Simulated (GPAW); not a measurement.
## Screening of a field by W2CS2 MXene monolayer

Aim: the dipole that a field along the normal induces in W2CS2 MXene monolayer.

Program: GPAW 26.7.0. Level of theory: GPAW, PAW setups; layer in a repeated cell with vacuum, relaxation of atoms and in-plane cell, in the first sound run; inputs show where later runs differ. Results are calculated unless marked as measured.

Report form: the programs' logs are mostly left out.

### 1. The structure

The cell holds 5 atoms: 2 S, 2 W and 1 C. Its edges and angles: a = 3.125 Å, b = 3.125 Å, c = 19.950 Å, α = 90.0°, β = 90.0°, γ = 120.0°. Vacuum lies along c.

### 2. Relaxing the atoms

Forces are removed first; all later runs use this geometry.

Input file run.py:

```python
import json
import numpy as np
from ase import Atoms
from ase.filters import FrechetCellFilter
from ase.optimize import BFGS
from gpaw import GPAW, PW

slab = Atoms(
    ['S', 'W', 'C', 'W', 'S'],
    positions=[
        [-0.00000, 1.80446, 7.00000],
        [1.56270, 0.90223, 8.74184],
        [0.00000, 0.00000, 9.97504],
        [-0.00000, 1.80446, 11.20825],
        [1.56270, 0.90223, 12.95008]],
    cell=[[3.12541, 0.0, 0.0], [-1.5627, 2.70668, 0.0], [0.0, 0.0, 19.9501]],
    pbc=[True, True, True])

slab.calc = GPAW(mode=PW(600), xc='PBE', kpts={'size': (12, 12, 1), 'gamma': True},
                 occupations={'name': 'fermi-dirac', 'width': 0.05}, nbands='160%',
                 convergence={'density': 1e-05}, maxiter=200,
                 symmetry={'tolerance': 1e-3}, txt='slab.txt')
result = {}
# The in-plane cell is free; stress needs a cell that repeats along all three vectors
path = []
opt = BFGS(FrechetCellFilter(slab, mask=[1, 1, 0, 0, 0, 1]), maxstep=0.2)
opt.attach(lambda: path.append((slab.get_potential_energy(), slab.positions.tolist(), slab.get_forces().tolist())))
result['relaxed'] = bool(opt.run(fmax=0.02, steps=45))
result['path'] = path
result['cell'] = slab.cell.tolist()
print('in-plane lattice', slab.cell.cellpar().round(4)[[0, 1, 5]])
energy = slab.get_potential_energy()
fermi = slab.calc.get_fermi_level()
v = slab.calc.get_electrostatic_potential().mean((0, 1)) - fermi
n = slab.calc.get_pseudo_density().mean((0, 1))
L = slab.cell[2, 2]
z = np.arange(len(v)) * L / len(v)
low, high = slab.positions[:, 2].min(), slab.positions[:, 2].max()
below, above = np.interp([low - 4.8, high + 4.8], z, v)
slopes = [np.interp(x, z, np.gradient(v, z)) for x in (low - 4.8, high + 4.8)]
eps = np.array([[slab.calc.get_eigenvalues(k, s) for k in range(len(slab.calc.get_ibz_k_points()))]
                for s in range(slab.calc.get_number_of_spins())]) - fermi
top, bottom = eps[eps < 0].max(), eps[eps > 0].min()
dipole = slab.get_dipole_moment()[2]
print(f'energy {energy:.4f} eV, Fermi level {fermi:.4f} eV, dipole {dipole:.5f} e A')
print(f'potential 4.8 A off the faces, from the Fermi level: lower {below:.4f} eV, upper {above:.4f} eV')
print(f'slope of the potential there: lower {slopes[0]:.5f}, upper {slopes[1]:.5f} eV/A')
print(f'nearest levels on the mesh: {top:.4f} and {bottom:.4f} eV')
print('magnetic moment', round(slab.get_magnetic_moment(), 3))
result.update(energy=energy, fermi=fermi, dipole=dipole, below=below, above=above, slopes=slopes, edges=[top, bottom],
              z=z.tolist(), v=v.tolist(), n=n.tolist(), positions=slab.positions.tolist(),
              forces=slab.get_forces(apply_constraint=False).tolist(), moments=slab.get_magnetic_moments().tolist())
json.dump(result, open('result.json', 'w'))
```

Launch:

```console
$ OMP_NUM_THREADS=1 OPENBLAS_NUM_THREADS=1 python run.py
```

Wall time 5.9 min (1 thread of AMD EPYC 9B45 (Zen 5), shared host); peak memory 0.45 GiB.

This step gave:

```yaml
dipole_along_the_normal: -1.70e-4 e·Å
levels_nearest_the_fermi_level_on_the_mesh: -0.09298, 0.04618 eV from the Fermi level
```

Table of electrostatic potential energy of an electron (without an applied field's), less the Fermi level, planar mean by z:

z (Å), electrostatic potential energy of an electron (without an applied field's), less the Fermi level, planar mean (eV) and a bar from the least value:
```
      0.0        5.1 ##############################
      0.5        5.1 ##############################
      1.0        5.1 ##############################
      1.5        5.1 ##############################
      2.0        5.1 ##############################
      2.5        5.1 ##############################
      3.0        5.1 ##############################
      3.5        5.1 ##############################
      4.0        5.1 ##############################
      4.5        5.1 ##############################
      5.0        5.0 ##############################
      5.5        4.9 ##############################
      6.0        4.3 #############################
      6.5        1.1 ##########################
      7.0      -10.8 #############
      7.5      -14.7 #########
      8.0       -6.0 ##################
      8.5      -15.3 #########
      9.0      -23.0 
      9.5      -13.2 ###########
     10.0      -14.4 #########
     10.5      -13.9 ##########
     11.0      -23.3 
     11.5      -13.8 ##########
     12.0       -6.1 ##################
     12.5      -16.0 ########
     13.0       -9.1 ###############
     13.5        1.7 ##########################
     14.0        4.4 #############################
     14.5        4.9 ##############################
     15.0        5.1 ##############################
     15.5        5.1 ##############################
     16.0        5.1 ##############################
     16.5        5.1 ##############################
     17.0        5.1 ##############################
     17.5        5.1 ##############################
     18.0        5.1 ##############################
     18.5        5.1 ##############################
     19.0        5.1 ##############################
     19.5        5.1 ##############################
```

Table of pseudo valence density, planar mean by z:

```tsv
z (Å)	pseudo valence density, planar mean (e/Å³)
4.0	8.4e-5
4.5	3.9e-4
5.0	0.00187
5.5	0.00922
6.0	0.0459
6.5	0.195
7.0	0.394
7.5	0.452
8.0	0.455
8.5	0.793
9.0	1.40
9.5	0.728
10.0	0.644
10.5	0.767
11.0	1.42
11.5	0.715
12.0	0.457
12.5	0.435
13.0	0.387
13.5	0.173
14.0	0.0395
14.5	0.00792
15.0	0.00162
15.5	3.4e-4
16.0	7.3e-5
```

The relaxation lowered the energy of the cell by 0.542 eV (energies extrapolated to zero smearing; the optimiser's log prints free energies). The largest force left on a free atom is 0.020 eV/Å.

### 3. The slab's potential

With the geometry fixed, the planar mean of the potential gives the vacuum level on each side.

This step: GPAW, PAW setups; slab in vacuum (GPAW 26.7.0).

The cell differs from the one that the last finished run ended in (c 19.950 → 19.366 Å).

Edit run.py of step 2 so:

```diff
@@ -3,4 +3,2 @@
 from ase import Atoms
-from ase.filters import FrechetCellFilter
-from ase.optimize import BFGS
 from gpaw import GPAW, PW
@@ -10,23 +8,16 @@
     positions=[
-        [-0.00000, 1.80446, 7.00000],
-        [1.56270, 0.90223, 8.74184],
-        [0.00000, 0.00000, 9.97504],
-        [-0.00000, 1.80446, 11.20825],
-        [1.56270, 0.90223, 12.95008]],
-    cell=[[3.12541, 0.0, 0.0], [-1.5627, 2.70668, 0.0], [0.0, 0.0, 19.9501]],
-    pbc=[True, True, True])
+        [-0.00000, 1.88845, 7.00000],
+        [1.63544, 0.94422, 8.61686],
+        [0.00000, -0.00000, 9.68318],
+        [-0.00000, 1.88845, 10.74951],
+        [1.63544, 0.94422, 12.36636]],
+    cell=[[3.27088, -0.0, 0.0], [-1.63544, 2.83266, 0.0], [0.0, 0.0, 19.3664]],
+    pbc=[True, True, False])
 
-slab.calc = GPAW(mode=PW(600), xc='PBE', kpts={'size': (12, 12, 1), 'gamma': True},
+slab.calc = GPAW(mode=PW(500), xc='PBE', kpts={'size': (12, 12, 1), 'gamma': True},
                  occupations={'name': 'fermi-dirac', 'width': 0.05}, nbands='160%',
                  convergence={'density': 1e-05}, maxiter=200,
+                 poissonsolver={'dipolelayer': 'xy'},
                  symmetry={'tolerance': 1e-3}, txt='slab.txt')
 result = {}
-# The in-plane cell is free; stress needs a cell that repeats along all three vectors
-path = []
-opt = BFGS(FrechetCellFilter(slab, mask=[1, 1, 0, 0, 0, 1]), maxstep=0.2)
-opt.attach(lambda: path.append((slab.get_potential_energy(), slab.positions.tolist(), slab.get_forces().tolist())))
-result['relaxed'] = bool(opt.run(fmax=0.02, steps=45))
-result['path'] = path
-result['cell'] = slab.cell.tolist()
-print('in-plane lattice', slab.cell.cellpar().round(4)[[0, 1, 5]])
 energy = slab.get_potential_energy()
```

The job ended after 31 s (1 thread; peak memory 0.25 GiB).

Numbers from this step:

- dipole along the normal: -4.98e-4 e·Å
- levels nearest the Fermi level on the mesh: -0.09295, 0.04615 eV from the Fermi level
- upper work function: 5.089 eV
- lower work function: 5.078 eV

Electrostatic potential energy of an electron (without an applied field's), less the Fermi level, planar mean against z:

```tsv
z (Å)	electrostatic potential energy of an electron (without an applied field's), less the Fermi level, planar mean (eV)
0.0	5.08
0.5	5.08
1.0	5.08
1.5	5.08
2.0	5.08
2.5	5.08
3.0	5.08
3.5	5.08
4.0	5.07
4.5	5.06
5.0	4.99
5.5	4.66
6.0	3.04
6.5	-4.27
7.0	-17.9
7.5	-7.55
8.0	-9.69
8.5	-22.5
9.0	-17.2
9.5	-13.2
10.0	-12.3
10.5	-20.4
11.0	-19.7
11.5	-7.25
12.0	-10.3
12.5	-16.0
13.0	-1.28
13.5	3.74
14.0	4.81
14.5	5.03
15.0	5.08
15.5	5.09
16.0	5.09
16.5	5.09
17.0	5.09
17.5	5.09
18.0	5.09
18.5	5.09
19.0	5.09
```

The pseudo valence density, planar mean by z:

z (Å), pseudo valence density, planar mean (e/Å³) and a bar:
```
      3.5       0.00 
      4.0       0.00 
      4.5       0.00 
      5.0       0.00 
      5.5       0.02 #
      6.0       0.11 ##
      6.5       0.34 ########
      7.0       0.38 #########
      7.5       0.47 ###########
      8.0       0.55 ############
      8.5       1.34 ##############################
      9.0       0.97 ######################
      9.5       0.65 ###############
     10.0       0.67 ###############
     10.5       1.17 ##########################
     11.0       1.10 #########################
     11.5       0.48 ###########
     12.0       0.48 ###########
     12.5       0.38 #########
     13.0       0.28 ######
     13.5       0.08 ##
     14.0       0.02 
     14.5       0.00 
     15.0       0.00 
     15.5       0.00
```

The potential is flat to 1.5e-5 eV/Å where it is read, so the vacuum is wide enough.

### 4. Field on

A uniform field along the normal polarises the slab; the atoms stay fixed, so this is the electronic response alone.

Edit run.py of step 3 so:

```diff
@@ -4,2 +4,3 @@
 from gpaw import GPAW, PW
+from gpaw.external import ConstantElectricField
 
@@ -20,2 +21,3 @@
                  poissonsolver={'dipolelayer': 'xy'},
+                 external=ConstantElectricField(-0.2, [0, 0, 1]),
                  symmetry={'tolerance': 1e-3}, txt='slab.txt')
```

Run time: 1.9 min. Hardware: 1 thread; peak memory 0.53 GiB.

This step gave:

- dipole along the normal: -0.07471 e·Å
- levels nearest the Fermi level on the mesh: -0.09302, 0.04618 eV from the Fermi level
- potential below the slab, the applied field's own ramp left out: 4.356 eV from the Fermi level
- potential above the slab, the applied field's own ramp left out: 5.816 eV from the Fermi level

Electrostatic potential energy of an electron (without an applied field's), less the Fermi level, planar mean against z:

```tsv
z (Å)	electrostatic potential energy of an electron (without an applied field's), less the Fermi level, planar mean (eV)
0.0	5.09
0.5	4.36
1.0	4.36
1.5	4.36
2.0	4.36
2.5	4.36
3.0	4.36
3.5	4.36
4.0	4.35
4.5	4.34
5.0	4.28
5.5	3.96
6.0	2.37
6.5	-4.87
7.0	-18.4
7.5	-7.97
8.0	-10.0
8.5	-22.7
9.0	-17.4
9.5	-13.2
10.0	-12.3
10.5	-20.2
11.0	-19.5
11.5	-6.90
12.0	-9.80
12.5	-15.4
13.0	-0.661
13.5	4.42
14.0	5.52
14.5	5.75
15.0	5.80
15.5	5.81
16.0	5.81
16.5	5.82
17.0	5.82
17.5	5.82
18.0	5.82
18.5	5.82
19.0	5.74
```

The dipole is now -0.0747 e Å, against -5.0e-4 in the run without a field.

### 5. Field on

Edit run.py of step 4 so:

```diff
@@ -21,3 +21,3 @@
                  poissonsolver={'dipolelayer': 'xy'},
-                 external=ConstantElectricField(-0.2, [0, 0, 1]),
+                 external=ConstantElectricField(-0.1, [0, 0, 1]),
                  symmetry={'tolerance': 1e-3}, txt='slab.txt')
```

Wall time 2 min (1 thread); peak memory 0.53 GiB.

This step gave:

```
dipole along the normal                                         : -0.03735 e·Å
levels nearest the Fermi level on the mesh                      : -0.09295, 0.04615 eV from the Fermi level
potential below the slab, the applied field's own ramp left out : 4.720 eV from the Fermi level
potential above the slab, the applied field's own ramp left out : 5.449 eV from the Fermi level
```

The electrostatic potential energy of an electron (without an applied field's), less the Fermi level, planar mean oscillates, so the rows of the table below give means over windows of 1.74 Å about each position, cut where the curve ends. Its maxima inside the range that stand out by 2 % of the span (Å: eV): 7.6: -6.24, 9.4: -12.3, 10.0: -12.3, 11.7: -5.85. Its minima: 7.0: -18.2, 8.6: -23.6, 9.7: -14.5, 10.7: -23.4, 12.4: -17.6.

The electrostatic potential energy of an electron (without an applied field's), less the Fermi level, planar mean by z; means over each step:

```tsv
z (Å)	electrostatic potential energy of an electron (without an applied field's), less the Fermi level, planar mean (eV)
0.87	4.76
2.61	4.72
4.35	4.69
6.09	-1.36
7.83	-13.8
9.57	-15.1
11.31	-14.0
13.05	-3.56
14.79	5.38
16.53	5.45
18.27	5.44
```

The dipole is now -0.0374 e Å, against -5.0e-4 in the run without a field.

### 6. In a field

Edit run.py of step 5 so:

```diff
@@ -21,3 +21,3 @@
                  poissonsolver={'dipolelayer': 'xy'},
-                 external=ConstantElectricField(-0.1, [0, 0, 1]),
+                 external=ConstantElectricField(-0.05, [0, 0, 1]),
                  symmetry={'tolerance': 1e-3}, txt='slab.txt')
```

Elapsed: 1.9 min, on 1 thread; peak memory 0.53 GiB.

The electrostatic potential energy of an electron (without an applied field's), less the Fermi level, planar mean oscillates, so the rows of the table below give means over windows of 1.74 Å about each position, cut where the curve ends. Its maxima inside the range that stand out by 2 % of the span (Å: eV): 7.6: -6.14, 9.4: -12.3, 10.0: -12.3, 11.7: -5.95. Its minima: 7.0: -18.0, 8.6: -23.6, 9.7: -14.5, 10.7: -23.4, 12.4: -17.8.

The electrostatic potential energy of an electron (without an applied field's), less the Fermi level, planar mean by z; means over each step:

```tsv
z (Å)	electrostatic potential energy of an electron (without an applied field's), less the Fermi level, planar mean (eV)
0.87	4.92
2.61	4.90
4.35	4.87
6.09	-1.19
7.83	-13.7
9.57	-15.1
11.31	-14.1
13.05	-3.72
14.79	5.20
16.53	5.27
18.27	5.26
```

### 7. In a field

Edit run.py of step 6 so:

```diff
@@ -21,3 +21,3 @@
                  poissonsolver={'dipolelayer': 'xy'},
-                 external=ConstantElectricField(-0.05, [0, 0, 1]),
+                 external=ConstantElectricField(0.05, [0, 0, 1]),
                  symmetry={'tolerance': 1e-3}, txt='slab.txt')
```

Wall time 1.9 min (1 thread); peak memory 0.53 GiB.

The electrostatic potential energy of an electron (without an applied field's), less the Fermi level, planar mean oscillates, so the rows of the table below give means over windows of 1.74 Å about each position, cut where the curve ends. Its maxima inside the range that stand out by 2 % of the span (Å: eV): 7.6: -5.95, 9.4: -12.3, 10.0: -12.3, 11.7: -6.14. Its minima: 7.0: -17.8, 8.6: -23.4, 9.7: -14.5, 10.7: -23.6, 12.4: -18.0.

Table of electrostatic potential energy of an electron (without an applied field's), less the Fermi level, planar mean by z; means over each step:

```tsv
z (Å)	electrostatic potential energy of an electron (without an applied field's), less the Fermi level, planar mean (eV)
0.87	5.25
2.61	5.27
4.35	5.23
6.09	-0.868
7.83	-13.5
9.57	-15.1
11.31	-14.2
13.05	-4.03
14.79	4.84
16.53	4.90
18.27	4.91
```

### 8. Field on

Edit run.py of step 7 so:

```diff
@@ -21,3 +21,3 @@
                  poissonsolver={'dipolelayer': 'xy'},
-                 external=ConstantElectricField(0.05, [0, 0, 1]),
+                 external=ConstantElectricField(0.1, [0, 0, 1]),
                  symmetry={'tolerance': 1e-3}, txt='slab.txt')
```

Wall time 2 min (1 thread); peak memory 0.53 GiB.

The electrostatic potential energy of an electron (without an applied field's), less the Fermi level, planar mean oscillates, so the rows of the table below give means over windows of 1.74 Å about each position, cut where the curve ends. Its maxima inside the range that stand out by 2 % of the span (Å: eV): 7.6: -5.85, 9.4: -12.3, 10.0: -12.3, 11.7: -6.24. Its minima: 7.0: -17.6, 8.6: -23.4, 9.7: -14.5, 10.7: -23.6, 12.4: -18.2.

The electrostatic potential energy of an electron (without an applied field's), less the Fermi level, planar mean by z; means over each step:

```tsv
z (Å)	electrostatic potential energy of an electron (without an applied field's), less the Fermi level, planar mean (eV)
0.87	5.41
2.61	5.45
4.35	5.42
6.09	-0.706
7.83	-13.4
9.57	-15.1
11.31	-14.3
13.05	-4.19
14.79	4.66
16.53	4.72
18.27	4.73
```

The dipole is now 0.0374 e Å, against -5.0e-4 in the run without a field.

### 9. In a field

Edit run.py of step 8 so:

```diff
@@ -21,3 +21,3 @@
                  poissonsolver={'dipolelayer': 'xy'},
-                 external=ConstantElectricField(0.1, [0, 0, 1]),
+                 external=ConstantElectricField(0.2, [0, 0, 1]),
                  symmetry={'tolerance': 1e-3}, txt='slab.txt')
```

The job ended after 1.8 min (1 thread; peak memory 0.53 GiB).

The dipole is now 0.0747 e Å, against -5.0e-4 in the run without a field.

(Continued in part 2 of 2.)

[Logs are printed without paths, hosts, clocks, repeated set-up lines and the standing remarks that a program may print on its own settings, such as how far it seeks lower states.]

[Hosts, paths, dates, database ids (printed as entryN), source tags and the programs' standing remarks are cut or masked in the printed files.]
